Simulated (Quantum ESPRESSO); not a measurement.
# MnS: parallel and opposed starts, part 2 of 2

A self-consistent run ends on one state, which hangs on the start. Several orders of MnS are started in Quantum ESPRESSO and their energies compared.

Quantum ESPRESSO 7.5; LDA; plane waves with GBRV 1.5 LDA potentials, no spin-orbit coupling.

So far, largest spin moment in the atom's sphere (μB): step 2 (run 1, typed as ferro +) 4.06.

The database entry behind the starting cell differs from later determinations by our own check (an axis about 0.2 % short against later determinations), so it need not match the best structure at ambient conditions.

### Step 3. Run 2, typed as antiferro q=(0,1/2,1/2) +−

This order needs a doubled cell of 4 atoms. The wavevector q is in fractions of the reciprocal vectors of the crystal's primitive cell, as the cells of these inputs are built from it; moments change sign between cells as cos(2π q·R).

File pw.in:

```
&CONTROL
  calculation = 'scf'
  prefix = 'pwscf'
  outdir = './tmp'
  pseudo_dir = './pseudo'
  disk_io = 'nowf'
/
&SYSTEM
  ibrav = 0
  nat = 4
  ntyp = 3
  ecutwfc = 40
  ecutrho = 280
  nbnd = 30
  occupations = 'smearing'
  smearing = 'fd'
  degauss = 0.00367493
  nspin = 2
  starting_magnetization(1) = 0.3
  starting_magnetization(2) = -0.3
  starting_magnetization(3) = 0
/
&ELECTRONS
  conv_thr = 8d-09
  electron_maxstep = 150
  mixing_beta = 0.3
/
ATOMIC_SPECIES
Mn1    54.9380 mn_lda_v1.5.uspp.F.UPF
Mn2    54.9380 mn_lda_v1.5.uspp.F.UPF
S      32.0600 s_lda_v1.4.uspp.F.UPF
CELL_PARAMETERS angstrom
   0.0000000000    2.6045000000    2.6045000000
   5.2090000000    0.0000000000    5.2090000000
   5.2090000000    2.6045000000    2.6045000000
ATOMIC_POSITIONS crystal
Mn1     0.0000000000    0.0000000000    0.0000000000
Mn2     0.0000000000    0.5000000000    0.0000000000
S       0.5000000000    0.0000000000    0.5000000000
S       0.5000000000    0.5000000000    0.5000000000
K_POINTS automatic
6 3 6 0 0 0
```

Launch:

```sh
$ OMP_NUM_THREADS=1 mpirun -n 4 pw.x -nk 4 -in pw.in > pw.out
```

Log:

```text
[banner, memory and clock lines left out]
Program PWSCF v.7.5 starts

     Message from routine setup:
     using ibrav=0 with symmetry is DISCOURAGED, use correct ibrav instead

     bravais-lattice index     =            0
     lattice parameter (alat)  =       6.9605  a.u.
     unit-cell volume          =     476.9026 (a.u.)^3
     number of atoms/cell      =            4
     number of atomic types    =            3
     number of electrons       =        42.00
     number of Kohn-Sham states=           30
     kinetic-energy cutoff     =      40.0000  Ry
     charge density cutoff     =     280.0000  Ry
     scf convergence threshold =      8.0E-09
     mixing beta               =       0.3000
     number of iterations used =            8  plain     mixing
     Exchange-correlation=  SLA  PZ   NOGX NOGC
                           (   1   1   0   0   0   0   0)

     celldm(1)=   6.960465  celldm(2)=   0.000000  celldm(3)=   0.000000
     celldm(4)=   0.000000  celldm(5)=   0.000000  celldm(6)=   0.000000

     crystal axes: (cart. coord. in units of alat)
               a(1) = (   0.000000   0.707107   0.707107 )
               a(2) = (   1.414214   0.000000   1.414214 )
               a(3) = (   1.414214   0.707107   0.707107 )

     reciprocal axes: (cart. coord. in units 2 pi/alat)
               b(1) = ( -0.707107  0.707107  0.707107 )
               b(2) = (  0.000000 -0.707107  0.707107 )
               b(3) = (  0.707107  0.707107 -0.707107 )

     PseudoPot. # 1 for Mn read from file:
     mn_lda_v1.5.uspp.F.UPF
     Pseudo is Ultrasoft + core correction, Zval = 15.0

     PseudoPot. # 2 for Mn read from file:
     mn_lda_v1.5.uspp.F.UPF
     Pseudo is Ultrasoft + core correction, Zval = 15.0

     PseudoPot. # 3 for S  read from file:
     s_lda_v1.4.uspp.F.UPF
     Pseudo is Ultrasoft + core correction, Zval =  6.0

     atomic species   valence    mass     pseudopotential
     Mn1              15.00    54.93800     Mn( 1.00)
     Mn2              15.00    54.93800     Mn( 1.00)
     S                 6.00    32.06000     S ( 1.00)

     Starting magnetic structure
     atomic species   magnetization
     Mn1             0.300
     Mn2            -0.300
     S               0.000

     16 Sym. Ops., with inversion, found

   Cartesian axes

     site n.     atom                  positions (alat units)
         1        Mn1    tau(   1) = (   0.0000000   0.0000000   0.0000000  )
         2        Mn2    tau(   2) = (   0.7071068   0.0000000   0.7071068  )
         3        S      tau(   3) = (   0.7071068   0.7071068   0.7071068  )
         4        S      tau(   4) = (   1.4142136   0.7071068   1.4142136  )

     number of k points=    20  Fermi-Dirac smearing, width (Ry)=  0.0037
                       cart. coord. in units 2pi/alat
        k(    1) = (   0.0000000   0.0000000   0.0000000), wk =   0.0092593
        k(    2) = (   0.1178511   0.1178511  -0.1178511), wk =   0.0740741
        k(    3) = (   0.2357023   0.2357023  -0.2357023), wk =   0.0740741
        k(    4) = (  -0.3535534  -0.3535534   0.3535534), wk =   0.0185185
        k(    5) = (   0.0000000  -0.2357023   0.2357023), wk =   0.0370370
        [... 15 further k-points ...]

     Dense  grid:    37729 G-vectors     FFT dimensions: (  40,  75,  72)

     Smooth grid:    16243 G-vectors     FFT dimensions: (  30,  60,  50)

     Check: negative core charge=   -0.000037
     Generating pointlists ...
     new r_m :   0.2917 (alat units)  2.0302 (a.u.) for type    1
     new r_m :   0.2917 (alat units)  2.0302 (a.u.) for type    2
     new r_m :   0.2917 (alat units)  2.0302 (a.u.) for type    3

     Initial potential from superposition of free atoms

     starting charge      40.9998, renormalised to      42.0000
     Starting wfcs are   34 randomized atomic wfcs

     Self-consistent Calculation

     iteration #  1     ecut=    40.00 Ry     beta= 0.30
     Davidson diagonalization with overlap
     ethr =  1.00E-02,  avg # of iterations =  4.3

     total energy              =    -470.32712352 Ry
     estimated scf accuracy    <       1.25484932 Ry

     total magnetization       =    -0.00 Bohr mag/cell
     absolute magnetization    =     8.69 Bohr mag/cell

     iteration #  2     ecut=    40.00 Ry     beta= 0.30
     Davidson diagonalization with overlap
     ethr =  2.99E-03,  avg # of iterations =  2.6

     total energy              =    -470.60538713 Ry
     estimated scf accuracy    <       0.06378280 Ry

     total magnetization       =    -0.00 Bohr mag/cell
     absolute magnetization    =     8.64 Bohr mag/cell

     [... further iterations left out ...]

     iteration # 11     ecut=    40.00 Ry     beta= 0.30
     Davidson diagonalization with overlap
     ethr =  9.13E-11,  avg # of iterations =  5.8

     negative rho (up, down):  0.000E+00 1.215E-04

     total energy              =    -470.62168330 Ry
     estimated scf accuracy    <          8.2E-09 Ry

     total magnetization       =    -0.00 Bohr mag/cell
     absolute magnetization    =     8.82 Bohr mag/cell

     iteration # 12     ecut=    40.00 Ry     beta= 0.30
     Davidson diagonalization with overlap
     ethr =  1.96E-11,  avg # of iterations =  2.3

     negative rho (up, down):  0.000E+00 1.214E-04

     Magnetic moment per site  (integrated on atomic sphere of radius R)
     atom   1 (R=0.292)  charge= 13.2183  magn=  4.0606
     atom   2 (R=0.292)  charge= 13.2183  magn= -4.0606
     atom   3 (R=0.292)  charge=  4.6184  magn= -0.0515
     atom   4 (R=0.292)  charge=  4.6185  magn=  0.0515

     End of self-consistent calculation

     [... lines left out ...]
     the Fermi energy is    10.0670 ev

!    total energy              =    -470.62168331 Ry
     estimated scf accuracy    <          7.3E-10 Ry
     smearing contrib. (-TS)   =      -0.00056786 Ry
     internal energy E=F+TS    =    -470.62111545 Ry

     The total energy is F=E-TS. E is the sum of the following terms:
     one-electron contribution =    -266.20650785 Ry
     hartree contribution      =     148.04615742 Ry
     xc contribution           =     -69.47420080 Ry
     ewald contribution        =    -282.98656422 Ry

     total magnetization       =    -0.00 Bohr mag/cell
     absolute magnetization    =     8.82 Bohr mag/cell

     convergence has been achieved in  12 iterations
```

Elapsed: 23 s, on 4 MPI ranks of Arm Neoverse V2, shared host; peak memory 0.48 GiB.

Spin moment in the atom's sphere by atom:

```csv
atom,spin moment in the atom's sphere (μB)
Mn1,4.06
Mn2,-4.06
S3,-0.05
S4,0.05
```

Read from the output:

```yaml
smearing_term_ts: 0.007726 eV
magnetization: 0 μB
absolute_magnetization: 8.818 μB
final_state: antiferromagnetic
```

Spin density in the ac plane of the conventional cell at fractional y = 0.000, with atoms of Mn and S within 0.2 Å of it.

Ten even steps from '0' (-5.9 e/Å³) to '9' (5.7 e/Å³), each cell a mean:
```
86555555555557
55555555555555
55555555555555
55555555555555
55555444445555
55554421345555
55554410345555
55554433445555
55555444455555
55555555555555
55555555555555
65555555555556
96555555555558
```
Columns run along a (5.2 Å), rows up along c (5.2 Å), edges of the conventional cell, whose origin can differ from the input's. Atoms in or near the plane, at fractional coordinates: Mn at (0.00, 0.00), Mn at (0.50, 0.50), S at (0.50, 0.00), S at (0.00, 0.50).

Valence density in the ac plane of the conventional cell at fractional y = 0.000, with atoms of Mn and S within 0.2 Å of it. It is the smooth field of the valence electrons, not physical close to the nuclei.

Ten steps, logarithmic in the rise over the least value, from '_' (0 e/Å³) to '@' (16 e/Å³), each cell a mean:
```
@@##--..::==----==--..::++@@
**==..__..--====--::..__::++
::..______..::::::..______..
::..________......______..::
==--::..__::++++--..__..----
--==--..::++@@@@##--..::==--
====--::::**@@@@%%--..::==--
====--....==##%%**::..::--==
--::..____..----::____..::--
....______........______....
--::____..::----::..____..::
%%++::..::--======::....==##
@@%%--..::==--====--::::**@@
```
Columns run along a (5.2 Å), rows up along c (5.2 Å), edges of the conventional cell, whose origin can differ from the input's. Atoms in or near the plane, at fractional coordinates: Mn at (0.00, 0.00), Mn at (0.50, 0.50), S at (0.50, 0.00), S at (0.00, 0.50).

### Step 4. Start 3: antiferro q=(0,0,1/2) +−

The cell is doubled to 4 atoms to hold this order.

Changes to pw.in since step 3:

```diff
@@ -33,10 +33,10 @@
    0.0000000000    2.6045000000    2.6045000000
-   5.2090000000    0.0000000000    5.2090000000
-   5.2090000000    2.6045000000    2.6045000000
+   2.6045000000    0.0000000000    2.6045000000
+   5.2090000000    5.2090000000    0.0000000000
 ATOMIC_POSITIONS crystal
 Mn1     0.0000000000    0.0000000000    0.0000000000
-Mn2     0.0000000000    0.5000000000    0.0000000000
-S       0.5000000000    0.0000000000    0.5000000000
-S       0.5000000000    0.5000000000    0.5000000000
+Mn2     0.0000000000    0.0000000000    0.5000000000
+S       0.5000000000    0.5000000000    0.2500000000
+S       0.5000000000    0.5000000000    0.7500000000
 K_POINTS automatic
-6 3 6 0 0 0
+6 6 3 0 0 0
```

Log:

```text
     [... lines left out ...]
Program PWSCF v.7.5 starts
     [... lines left out ...]
     number of atoms/cell      =            4
     [... lines left out ...]
     number of electrons       =        42.00
     number of Kohn-Sham states=           30
     kinetic-energy cutoff     =      40.0000  Ry
     charge density cutoff     =     280.0000  Ry
     scf convergence threshold =      8.0E-09
     [... lines left out ...]
     12 Sym. Ops., with inversion, found
     [... lines left out ...]
     number of k points=    16  Fermi-Dirac smearing, width (Ry)=  0.0037
     [... lines left out ...]
     iteration # 12     ecut=    40.00 Ry     beta= 0.30
     [... lines left out ...]
     Magnetic moment per site  (integrated on atomic sphere of radius R)
     atom   1 (R=0.292)  charge= 13.2237  magn=  4.0823
     atom   2 (R=0.292)  charge= 13.2238  magn= -4.0822
     atom   3 (R=0.292)  charge=  4.6280  magn=  0.0000
     atom   4 (R=0.292)  charge=  4.6280  magn=  0.0000
     [... lines left out ...]
     the Fermi energy is     9.7768 ev
!    total energy              =    -470.63327870 Ry
     estimated scf accuracy    <          4.5E-09 Ry
     smearing contrib. (-TS)   =      -0.00000414 Ry
     [... lines left out ...]
     total magnetization       =     0.00 Bohr mag/cell
     absolute magnetization    =     8.71 Bohr mag/cell
     convergence has been achieved in  12 iterations
```

It took 14 s on 4 MPI ranks; peak memory 0.44 GiB.

Spin moment in the atom's sphere by atom:

```
atom  spin moment in the atom's sphere (μB)
 Mn1                                   4.08
 Mn2                                  -4.08
  S3                                   0.00
  S4                                   0.00
```

Read from the output:

- smearing term TS: 5.64e-5 eV
- magnetization: 0 μB
- absolute magnetization: 8.714 μB
- final state: antiferromagnetic

### Step 5. Run 4 (no spin polarisation)

File pw.in:

```
&CONTROL
  calculation = 'scf'
  prefix = 'pwscf'
  outdir = './tmp'
  pseudo_dir = './pseudo'
  disk_io = 'nowf'
/
&SYSTEM
  ibrav = 0
  nat = 2
  ntyp = 2
  ecutwfc = 40
  ecutrho = 280
  nbnd = 17
  occupations = 'smearing'
  smearing = 'fd'
  degauss = 0.00367493
/
&ELECTRONS
  conv_thr = 4d-09
  electron_maxstep = 150
  mixing_beta = 0.3
/
ATOMIC_SPECIES
Mn     54.9380 mn_lda_v1.5.uspp.F.UPF
S      32.0600 s_lda_v1.4.uspp.F.UPF
CELL_PARAMETERS angstrom
   0.0000000000    2.6045000000    2.6045000000
   2.6045000000    0.0000000000    2.6045000000
   2.6045000000    2.6045000000    0.0000000000
ATOMIC_POSITIONS crystal
Mn      0.0000000000    0.0000000000    0.0000000000
S       0.5000000000    0.5000000000    0.5000000000
K_POINTS automatic
6 6 6 0 0 0
```

Log:

```text
     [... lines left out ...]
Program PWSCF v.7.5 starts
     [... lines left out ...]
     number of atoms/cell      =            2
     [... lines left out ...]
     number of electrons       =        21.00
     number of Kohn-Sham states=           17
     kinetic-energy cutoff     =      40.0000  Ry
     charge density cutoff     =     280.0000  Ry
     scf convergence threshold =      4.0E-09
     [... lines left out ...]
     48 Sym. Ops., with inversion, found
     [... lines left out ...]
     number of k points=    16  Fermi-Dirac smearing, width (Ry)=  0.0037
     [... lines left out ...]
     iteration # 12     ecut=    40.00 Ry     beta= 0.30
     [... lines left out ...]
     the Fermi energy is     9.3823 ev
!    total energy              =    -235.17584892 Ry
     estimated scf accuracy    <          1.2E-09 Ry
     smearing contrib. (-TS)   =      -0.00591227 Ry
     [... lines left out ...]
     convergence has been achieved in  12 iterations
```

The job ended after 2.7 s (4 MPI ranks; peak memory 0.27 GiB; 11 s of CPU time).

This step gave:

```yaml
smearing_term_ts: 0.08044 eV
final_state: non-magnetic (no spin polarisation)
```

### Step 6. Energies of the orders

An order is kept where moments of 0.15 μB or more survive with the typed signs; meshes match where a doubled cell samples the same k points as the first cell.

Orders:

```csv
start,final state,typed order kept,energy over the lowest (meV a seeded atom),largest site moment (μB),net moment (μB a cell of the first run),mesh matched,CPU time (s)
ferro +,ferromagnetic,yes,88.44,4.057,4.524,yes,15.36
"antiferro q=(0,1/2,1/2) +-",antiferromagnetic,yes,78.88,4.061,0,yes,90.21
"antiferro q=(0,0,1/2) +-",antiferromagnetic,yes,0,4.082,0,yes,56.32
no spin polarisation,non-magnetic,-,1916,0,0,yes,10.52
```

### Step 7. A Heisenberg model

E = −Σ J e·e over ordered pairs of unit vectors, so each pair counts twice. As many shells are taken as there are differences of energy, so the couplings are solved for and no residual tests the model; further shells are folded in, and shells whose pairs keep their relative signs in all orders cancel and are not probed. Couplings from the energies:

```csv
pair,distance (Å),neighbours an atom,J (meV)
Mn-Mn,3.683,12,-0.5976
Mn-Mn,5.209,6,-6.773
```

### Step 8. Outcome

| Item | Value |
| --- | --- |
| lowest state found | antiferromagnetic (from antiferro q=(0,0,1/2) +-) |
| largest site moment | 4.08 μB |
| next state with moments | antiferromagnetic, 78.9 meV a seeded atom higher |
| state without moments | 1916 meV a seeded atom higher |
| J of the weightiest shell (Mn-Mn, 5.21 Å; E = −Σ J e·e, ordered pairs) | -6.77 meV |

**Reading.** Forming the moments gains more than four times the spread of the orders, as local moments do. The largest moment changes by 0.63 % between the kept orders, as for well localised moments. This is the lowest of 4 collinear or spinless starts, no proof of the ground state. No Hubbard term acts here. In such compounds local and semilocal functionals without one often delocalise the d electrons, and can shrink or lose moments and miss the size, sign and order of the couplings.

[Logs and program files are shortened in this print: banners, set-up blocks, solver, clock and traceback lines can be left out without a mark of their own.]

[Logs are printed without paths, hosts, clocks, repeated set-up lines and the standing remarks that a program may print on its own settings, such as how far it seeks lower states.]

[Hosts, paths, dates, database ids (printed as entryN), source tags and the programs' standing remarks are cut or masked in the printed files.]

[Where a cell is said to come from a database of computed structures, the database is the Materials Project.]
